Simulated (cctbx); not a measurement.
## EuMgTi: precision against data quality

Space group Pnma (no. 62), a = 7.5630 Å, b = 4.4800 Å, c = 8.5130 Å, α = 90.00°, β = 90.00°, γ = 90.00°.

| atom | mult. | x | y | z | Ueq (Å²) |
| --- | --- | --- | --- | --- | --- |
| Eu1 | 4 | 0.5161 | 3/4 | 0.1785 | 0.0062 |
| Ti1 | 4 | 0.2258 | 1/4 | 0.1130 | 0.0115 |
| Mg1 | 4 | 0.8562 | 1/4 | 0.0655 | 0.0107 |

The model was made for the exercise: a known structure type with other elements put in, its volume estimated, not relaxed; displacement parameters are assumed.

Five simulated data sets (cctbx; Ag Kα, λ = 0.56087 Å; 6 % proportional error) differ in resolution or exposure (noise floor 2 counts in the first three, 8 in the last two). Each is refined with the right model, isotropic at 1.1 Å and anisotropic otherwise. How do the figures of merit and the uncertainties move?

| d min (Å) | top counts | ⟨I/σ⟩ (unmerged, absences included) | unique | param. (scale apart) | Rint | R1 | GooF | largest s.u. xyz (fractional) | s.u. U of Mg1 (Å²) | largest error (Å) |
| --- | --- | --- | --- | --- | --- | --- | --- | --- | --- | --- |
| 1.1 | 20000 | 11.2 | 131 | 9 | 0.043 | 0.0145 | 0.96 | 0.00033 | 0.0007 | 0.0049 |
| 0.84 | 20000 | 10.9 | 290 | 18 | 0.045 | 0.0140 | 0.88 | 0.00019 | 0.0008 | 0.0012 |
| 0.6 | 20000 | 10.2 | 767 | 18 | 0.046 | 0.0159 | 0.96 | 0.00014 | 0.0004 | 0.0014 |
| 0.75 | 300 | 1.5 | 400 | 18 | 0.322 | 0.0790 | 0.92 | 0.00206 | 0.0076 | 0.0424 |
| 0.75 | 3000 | 6.0 | 400 | 18 | 0.073 | 0.0256 | 0.92 | 0.00045 | 0.0015 | 0.0093 |

The number of reflections grows roughly as 1/d³: 131, 290 and 767 here. R1 follows the noise rather than the truth: at 300 counts it is 0.0790, at 3000 counts 0.0256, while GooF is 0.92 and 0.92: the weights 1/σ² carry the noise. The s.u. of U (U11 where anisotropic) for Mg1 goes 0.0007, 0.0008, 0.0004 Å² with resolution and 0.0076, 0.0015 Å² with exposure.

Hardware for the 0.6 Å refinement: 0.56 s on 1 thread of Arm Neoverse N1, on a shared host, peak memory 0.09 GiB.
